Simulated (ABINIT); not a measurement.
# BaLiF3 (Pm-3m): G0W0 in ABINIT against the k mesh

Aim: move the k mesh of a G0W0 run on BaLiF3 (Pm-3m) over a wide range.

Method: LDA and many-body steps on it, plane waves, in ABINIT 10.8.3.

Report form: the programs' logs are mostly left out.

## (1) Set-up

The structure is cubic, space group Pm-3m (No. 221). Conventional cell: a = 3.989 Å, b = 3.989 Å, c = 3.989 Å, α = 90.00°, β = 90.00°, γ = 90.00°. Nearest to Ba lie 12 F at 2.82 Å. Li has 6 F at 1.99 Å nearest. Nearest to F lie 2 Li at 1.99 Å and 4 Ba at 2.82 Å. Farther neighbours and most contacts between anions are not listed.

The cell and positions are those that the Materials Project relaxed with its own functionals (PBE, PBE+U or r2SCAN), kept fixed. Spin-orbit coupling is left out unless a step names it.

## (2) Empty states on the mesh, 2×2×2 mesh, 128 bands

This step: ABINIT 10.8.3; DFT, LDA, plane waves, norm-conserving pseudopotentials.

The sums over transitions need many empty states on a uniform mesh; this step solves for them.

run.abi

```
acell 3*1.0 Angstrom
rprim 
  3.988581640000 0.000000000000 0.000000000000
  0.000000000000 3.988581640000 0.000000000000
  0.000000000000 0.000000000000 3.988581640000
ntypat 3
znucl 56 3 9
natom 5
typat 1 2 3 3 3
xred 
  0.000000000000 0.000000000000 0.000000000000
  0.500000000000 0.500000000000 0.500000000000
  0.000000000000 0.500000000000 0.500000000000
  0.500000000000 0.500000000000 0.000000000000
  0.500000000000 0.000000000000 0.500000000000
pp_dirpath "pseudos"
pseudos "Ba.upf, Li.upf, F.upf"
ecut 36
ngkpt 2 2 2
nshiftk 1
shiftk 0 0 0
kptopt 1
chksymbreak 0
irdden 1
istwfk *1
nband 128
prtvol 0
optdriver 6
gwr_task "HDIAGO"
paral_kgb 0
occopt 1
indata_prefix "in"
outdata_prefix "out"
tmpdata_prefix "tmp"
```

Command:

```
OMP_NUM_THREADS=1 mpirun -n 4 abinit run.abi > log
```

Wall time 65 s (4 MPI ranks of Arm Neoverse V1, shared host); peak memory 4.4 GiB.

This step gave:

| Item | Value |
| --- | --- |
| gap | 6.550 eV |
| k of the valence top | 0, 0, 0 |
| k of the conduction bottom | 0, 0, 0 |
| least direct gap | 6.550 eV |
| k points computed | 4 |
| lowest point of the top converged band, above the valence top | 73.5954 eV |

On this mesh the gap is 6.550 eV.

The density comes from a self-consistent run that is not shown.

## (3) Empty states on the mesh, 1×1×1 mesh, 47 bands

Edit run.abi of step 2 so:

```diff
@@ -18,3 +18,3 @@
 ecut 36
-ngkpt 2 2 2
+ngkpt 1 1 1
 nshiftk 1
@@ -23,10 +23,10 @@
 chksymbreak 0
+iscf -2
 irdden 1
 istwfk *1
-nband 128
+nband 47
+nbdbuf 4
+tolwfr 1e-09
+nstep 60
 prtvol 0
-optdriver 6
-gwr_task "HDIAGO"
-paral_kgb 0
-occopt 1
 indata_prefix "in"
```

Elapsed: 6.5 s, on 4 MPI ranks; peak memory 0.25 GiB.

This step gave:

```
gap                                                           : 6.550 eV
k of the valence top                                          : 0, 0, 0
k of the conduction bottom                                    : 0, 0, 0
least direct gap                                              : 6.550 eV
k points computed                                             : 1
lowest point of the top converged band, above the valence top : 31.17 eV
```

On this mesh the gap is 6.550 eV.

## (4) Empty states on the mesh, 4×4×4 mesh, 47 bands

Edit run.abi of step 3 so:

```diff
@@ -18,3 +18,3 @@
 ecut 36
-ngkpt 1 1 1
+ngkpt 4 4 4
 nshiftk 1
```

Run time: 17 s. Hardware: 4 MPI ranks; peak memory 0.29 GiB; 67 s of CPU time.

This step gave:

```yaml
gap: 6.550 eV
k_of_the_valence_top: 0, 0, 0
k_of_the_conduction_bottom: 0, 0, 0
least_direct_gap: 6.550 eV
k_points_computed: 10
lowest_point_of_the_top_converged_band_above_the_valence_top: 28.61 eV
```

On this mesh the gap is 6.550 eV.

## (5) Screening, 1×1×1 mesh, 43 bands, screening to 106.1 eV

The RPA dielectric matrix is built and inverted for each q.

This step: RPA screening on LDA, plane waves, norm-conserving pseudopotentials.

Edit run.abi of step 4 so:

```diff
@@ -18,3 +18,3 @@
 ecut 36
-ngkpt 4 4 4
+ngkpt 1 1 1
 nshiftk 1
@@ -23,10 +23,11 @@
 chksymbreak 0
-iscf -2
-irdden 1
 istwfk *1
-nband 47
-nbdbuf 4
-tolwfr 1e-09
-nstep 60
-prtvol 0
+occopt 1
+irdwfk 1
+optdriver 3
+nband 43
+ecuteps 3.9
+inclvkb 2
+awtr 1
+symchi 1
 indata_prefix "in"
```

Wall time 3.2 s (4 MPI ranks); peak memory 0.41 GiB; 13 s of CPU time.

This step gave:

```yaml
eps_infinity_with_local_fields_on_this_mesh_along_the_program_s_q_direction: 4.084
the_same_without_local_fields: 4.373
plasma_frequency: 27.18 eV
plane_waves_in_the_screening_matrix: 171
```

Local fields lower ε∞ by 7 %. On a Γ-centred mesh this coarse the value itself is usually too large, while a short band sum pulls it down.

## (6) 1×1×1

This step: G0W0 on LDA, plane waves, norm-conserving pseudopotentials.

Edit run.abi of step 5 so:

```diff
@@ -26,8 +26,15 @@
 irdwfk 1
-optdriver 3
+optdriver 4
 nband 43
+gwcalctyp 0
+ecutsigx 36
+symsigma 1
+nkptgw 1
+kptgw 
+  0.0000000000 0.0000000000 0.0000000000
+bdgw 
+  15 19
 ecuteps 3.9
-inclvkb 2
-awtr 1
-symchi 1
+irdscr 1
+ppmodel 1
 indata_prefix "in"
```

Wall time 3.2 s (4 MPI ranks); peak memory 0.43 GiB; 12 s of CPU time.

This step gave:

| Item | Value |
| --- | --- |
| G0W0 gap on the points computed | 9.749 eV |
| starting gap on the mesh | 6.550 eV |
| k of the valence top | 0, 0, 0 |
| k of the conduction bottom | 0, 0, 0 |
| Z at the valence top | 0.774 |
| Z at the conduction bottom | 0.823 |
| least direct G0W0 gap on the computed points | 9.749 eV |

## (7) Screening, 2×2×2 mesh, 43 bands, screening to 106.1 eV

This step: RPA screening on LDA, plane waves, norm-conserving pseudopotentials.

Edit run.abi of step 6 so:

```diff
@@ -18,3 +18,3 @@
 ecut 36
-ngkpt 1 1 1
+ngkpt 2 2 2
 nshiftk 1
@@ -26,15 +26,8 @@
 irdwfk 1
-optdriver 4
+optdriver 3
 nband 43
-gwcalctyp 0
-ecutsigx 36
-symsigma 1
-nkptgw 1
-kptgw 
-  0.0000000000 0.0000000000 0.0000000000
-bdgw 
-  15 19
 ecuteps 3.9
-irdscr 1
-ppmodel 1
+inclvkb 2
+awtr 1
+symchi 1
 indata_prefix "in"
```

Run time: 5.1 s. Hardware: 4 MPI ranks; peak memory 0.47 GiB; 20 s of CPU time.

This step gave:

```yaml
eps_infinity_with_local_fields_on_this_mesh_along_the_program_s_q_direction: 2.640
the_same_without_local_fields: 2.839
plasma_frequency: 27.18 eV
plane_waves_in_the_screening_matrix: 171
```

## (8) 2×2×2

The self-energy is evaluated for the states that the input lists, and the levels follow from it, in one-shot runs by the linearised quasiparticle equation.

This step: G0W0 on LDA, plane waves, norm-conserving pseudopotentials.

Edit run.abi of step 7 so:

```diff
@@ -26,8 +26,15 @@
 irdwfk 1
-optdriver 3
+optdriver 4
 nband 43
+gwcalctyp 0
+ecutsigx 36
+symsigma 1
+nkptgw 1
+kptgw 
+  0.0000000000 0.0000000000 0.0000000000
+bdgw 
+  15 19
 ecuteps 3.9
-inclvkb 2
-awtr 1
-symchi 1
+irdscr 1
+ppmodel 1
 indata_prefix "in"
```

Run time: 3.6 s. Hardware: 4 MPI ranks; peak memory 0.6 GiB.

This step gave:

```
G0W0 gap on the points computed              : 10.21 eV
starting gap on the mesh                     : 6.550 eV
k of the valence top                         : 0, 0, 0
k of the conduction bottom                   : 0, 0, 0
Z at the valence top                         : 0.801
Z at the conduction bottom                   : 0.881
least direct G0W0 gap on the computed points : 10.21 eV
```

The gap on the mesh goes from 6.55 eV to 10.21 eV, a correction of +3.66 eV.

## (9) Screening, 4×4×4 mesh, 43 bands, screening to 106.1 eV

This step: RPA screening on LDA, plane waves, norm-conserving pseudopotentials.

Edit run.abi of step 8 so:

```diff
@@ -18,3 +18,3 @@
 ecut 36
-ngkpt 2 2 2
+ngkpt 4 4 4
 nshiftk 1
@@ -26,15 +26,8 @@
 irdwfk 1
-optdriver 4
+optdriver 3
 nband 43
-gwcalctyp 0
-ecutsigx 36
-symsigma 1
-nkptgw 1
-kptgw 
-  0.0000000000 0.0000000000 0.0000000000
-bdgw 
-  15 19
 ecuteps 3.9
-irdscr 1
-ppmodel 1
+inclvkb 2
+awtr 1
+symchi 1
 indata_prefix "in"
```

Elapsed: 17 s, on 4 MPI ranks; peak memory 0.78 GiB.

This step gave:

- ε∞ with local fields, on this mesh, along the program's q direction: 2.510
- the same without local fields: 2.707
- plasma frequency: 27.18 eV
- plane waves in the screening matrix: 171

## (10) 4×4×4

This step: G0W0 on LDA, plane waves, norm-conserving pseudopotentials.

Edit run.abi of step 9 so:

```diff
@@ -26,8 +26,15 @@
 irdwfk 1
-optdriver 3
+optdriver 4
 nband 43
+gwcalctyp 0
+ecutsigx 36
+symsigma 1
+nkptgw 1
+kptgw 
+  0.0000000000 0.0000000000 0.0000000000
+bdgw 
+  15 19
 ecuteps 3.9
-inclvkb 2
-awtr 1
-symchi 1
+irdscr 1
+ppmodel 1
 indata_prefix "in"
```

It took 4.5 s on 4 MPI ranks; peak memory 0.76 GiB.

Numbers from this step:

```yaml
g0w0_gap_on_the_points_computed: 10.38 eV
starting_gap_on_the_mesh: 6.550 eV
k_of_the_valence_top: 0, 0, 0
k_of_the_conduction_bottom: 0, 0, 0
least_direct_g0w0_gap_on_the_computed_points: 10.38 eV
```

Against the run before, the gap moves by +0.165 eV.

## (11) Side by side

Times are wall times on 4 MPI ranks of Arm Neoverse V1, shared host, good to a factor of about two. A run's time includes the screening step that it read.

```csv
run,mesh,bands,screening cutoff (eV),DFT gap (eV),gap on the mesh (eV),direct (eV),ε∞ used,time
1×1×1,1×1×1,43,106.1,6.550,9.749,9.749,4.08,6.4 s
2×2×2,2×2×2,43,106.1,6.550,10.211,10.211,2.64,8.7 s
4×4×4,4×4×4,43,106.1,6.550,10.376,10.376,2.51,22 s
```

## (12) Summary of results

```json
{"1×1×1": "9.749 eV", "2×2×2": "10.211 eV", "4×4×4": "10.376 eV", "known limits": "not at the basis limit; no spin-orbit coupling; coarse k mesh"}
```

In words: The setting moved: k mesh. From 1×1×1 to 4×4×4 the gap moves by +0.63 eV, for 3.4 times the time. The last step still moves it by +0.165 eV. Bands and screening cutoff are coupled, so a series along one setting does not show full convergence. Bands and cutoff are finite, so the gap is not at the basis limit. The miss can reach some tenths of an eV and take either sign; the mesh is an error of its own. The 1×1×1 mesh is coarse for this cell, which bears on the long-range parts of exchange and screening. This is the ideal cubic cell; many perovskites, halides above all, are cubic only on average, and local tilts or off-centring can widen the gap. The many-body steps are scalar-relativistic: spin-orbit coupling is not in them.

[Paths, hosts, dates, memory and timing lines, banners, echoed tables and standing remarks are left out of the program output.]

[Logs are printed without paths, hosts, clocks, repeated set-up lines and the standing remarks that a program may print on its own settings, such as how far it seeks lower states.]

[Runs of the session that timed out or met a known fault of the program may be left out.]

[Hosts, paths, dates, database ids (printed as entryN), source tags and the programs' standing remarks are cut or masked in the printed files.]

[G0W0 gaps are taken among the corrected bands and points alone; a level outside them can change the order at an edge.]

[Where Ansatz stands beside ABINIT at settings called matched, ABINIT's density can come from a denser mesh and the files from another edition; pairs whose starting gaps differed by over 0.03 eV were left out, so agreement reads better than it is.]
